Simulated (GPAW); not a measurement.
# Settings that the conductance of a Ag chain with one Au atom in line needs, part 3 of 3

Aim: the cheapest settings that leave the conductance of a Ag chain with one Au atom in line unchanged.

GPAW 26.7.0; GPAW LCAO, PAW setups; Landauer transmission from Green's functions with principal layers (ASE), zero bias.

So far, transmission at the Fermi level (one spin): step 2 (the reference run) 0.850; step 13 (grid spacing 0.3 Å) 0.850; step 14 (grid spacing 0.26 Å) 0.850; step 15 (grid spacing 0.22 Å) 0.850; step 19 (k-points along the lead 21, n lead 2, period 5.32 Å) 0.952.

### Step 20. Periods in a principal layer (continued)

Not self-consistent under bias; the bias window is split evenly. The current through one cell, from the zero-bias transmission by bias:

```
bias (V)  current through one cell, from the zero-bias transmission (μA)
   0.100                                                            6.62
   0.200                                                            13.2
   0.500                                                            32.8
   1.000                                                            63.8
   1.500                                                            92.6
   2.000                                                             112
```

The conductance, 0.855 G₀, lies 0.7 % above that of the base run. Couplings past the next layer reach 0.020 eV, too large to drop without error; the matrix elements of the cell's first layer differ from the bulk lead's by up to 0.061 eV. That layer keeps its own values in the calculation, and only beyond it is the lead taken as perfect.

### Step 21. Periods in a principal layer

run.py reads:

```python
import json
import numpy as np
from ase import Atoms
from ase.transport.calculators import TransportCalculator
from gpaw import GPAW, FermiDirac
from gpaw.lcao.tools import get_lcao_hamiltonian
from scipy.linalg import eigh

# The junction with lead layers at both ends, along the third cell vector
device = Atoms(
    ['Ag', 'Ag', 'Ag', 'Ag', 'Ag', 'Ag', 'Au', 'Ag', 'Ag', 'Ag', 'Ag', 'Ag', 'Ag'],
    positions=[
        [4.50000, 4.50000, 1.33000],
        [4.50000, 4.50000, 3.99000],
        [4.50000, 4.50000, 6.65000],
        [4.50000, 4.50000, 9.31000],
        [4.50000, 4.50000, 11.97000],
        [4.50000, 4.50000, 14.63000],
        [4.50000, 4.50000, 17.20510],
        [4.50000, 4.50000, 19.78020],
        [4.50000, 4.50000, 22.44020],
        [4.50000, 4.50000, 25.10020],
        [4.50000, 4.50000, 27.76020],
        [4.50000, 4.50000, 30.42020],
        [4.50000, 4.50000, 33.08020]],
    cell=[[9.0, 0.0, 0.0], [0.0, 9.0, 0.0], [0.0, 0.0, 34.4102]],
    pbc=True)

# One principal layer of the lead: the first 5 atoms of the device
lead = Atoms(
    ['Ag', 'Ag', 'Ag', 'Ag', 'Ag'],
    positions=[
        [4.50000, 4.50000, 1.33000],
        [4.50000, 4.50000, 3.99000],
        [4.50000, 4.50000, 6.65000],
        [4.50000, 4.50000, 9.31000],
        [4.50000, 4.50000, 11.97000]],
    cell=[[9.0, 0.0, 0.0], [0.0, 9.0, 0.0], [0.0, 0.0, 13.3]],
    pbc=True)

settings = dict(mode='lcao', basis='szp(dzp)', xc='LDA', h=0.2,
                occupations=FermiDirac(0.1), maxiter=250,
                mixer=dict(beta=0.1, nmaxold=8, weight=100.0),
                convergence=dict(density=0.0001))
energies = np.arange(-2, 2 + 1e-9, 0.05)
eta = 0.0001
n1, n2 = 1, 1
# k and -k transmit alike, so half of the mesh across the current serves
mesh = [(i, j) for i in range(n1) for j in range(n2) if (i, j) <= (-i % n1, -j % n2)]
weights = np.array([1 if (i, j) == (-i % n1, -j % n2) else 2 for i, j in mesh]) / (n1 * n2)

# [... helper functions left out ...]
fermi_lead = ground_state(lead, (1, 1, 9), 'lead.txt')
fermi_device = ground_state(device, (1, 1, 3), 'device.txt')
# [... loop over the mesh left out, but for ...]
        # Shift the lead onto the potential of the device's first layer
        shift = ((H[:, 0, 0] - H0[:, 0, 0]) / S0[0, 0]).real.mean()
# [...]
kT = 8.617333e-5 * 300
bias = [0.1, 0.2, 0.5, 1.0, 1.5, 2.0]
# [... integrals and printing left out ...]
```

Started as:

```sh
$ OMP_NUM_THREADS=1 OPENBLAS_NUM_THREADS=1 python run.py
```

It took 37 s on 1 thread of Arm Neoverse V2, shared host; peak memory 1.3 GiB.

One spin. Transmission, zone mean against energy, zero at the Fermi level:

```
energy (eV)  transmission, zone mean
     -2.000                     2.19
     -1.800                     2.02
     -1.600                     1.41
     -1.400                    0.270
     -1.200                  3.7e-10
     -1.000                   0.0419
     -0.850                    0.161
     -0.800                    0.135
     -0.700                    0.983
     -0.600                    0.660
     -0.400                    0.716
     -0.200                    0.810
      0.000                    0.850
      0.200                    0.857
      0.400                    0.859
      0.600                    0.866
      0.800                    0.879
      1.000                    0.895
      1.200                    0.910
      1.400                    0.923
      1.600                    0.934
      1.800                    0.941
      2.000                    0.947
```

The conductance equals that of the base run to 0.2 %. Couplings past the next layer reach 1.1e-7 eV, small enough to drop; the matrix elements of the cell's first layer differ from the bulk lead's by up to 0.22 eV. That layer keeps its own values in the calculation, and only beyond it is the lead taken as perfect.

### Step 22. Convergence in the periods in a principal layer

This step: convergence of the conductance (GPAW 26.7.0).

Conductance against periods in a principal layer:

```
periods in a principal layer  conductance (G₀)
                        2.00             0.884
                        3.00             0.855
                        4.00             0.849
                        5.00             0.848
```

### Step 23. Summary of results

- conductance at the base settings: 0.849 G₀
- range over the smearing (0.01 to 0.4 eV): 0.830 to 0.849 G₀
- range over the energy step (0.0125 to 0.2 eV): 0.847 to 0.849 G₀
- range over the grid spacing (0.14 to 0.3 Å): 0.848 to 0.849 G₀
- range over the periods in a principal layer (2 to 5): 0.848 to 0.884 G₀

In words: At the base settings the conductance, averaged at 300 K, is 0.849 G₀. The smearing of the SCF moves the conductance between 0.830 and 0.849 G₀; a narrow width also needs more k-points. In the energy step, no value tried moves the conductance by 3 %. In the grid spacing, no value tried moves the conductance by 3 %. In the periods in a principal layer, 3 already gives the conductance within 3 % of the finest value tried; currents at finite bias may need more. Over the ranges tried, the periods in a principal layer moves it most, counted as a ratio. The geometry was built from estimated bond lengths and not relaxed, so the numbers describe this model structure. The run had no spin polarisation, so a magnetic state, which chains and small molecules with open shells often have, wasn't tested. Spin-orbit coupling is left out, which matters for the heavy atoms here. An evenly spaced straight chain is an idealisation: free chains tend to dimerise, zigzag or, where a band edge lies near the Fermi level, turn magnetic. The currents use the zero-bias T(E) throughout, which holds only while the bias is small against the distance to the nearest feature.

[Logs are printed without paths, hosts, clocks, repeated set-up lines and the standing remarks that a program may print on its own settings, such as how far it seeks lower states.]

[Hosts, paths, dates, database ids (printed as entryN), source tags and the programs' standing remarks are cut or masked in the printed files.]
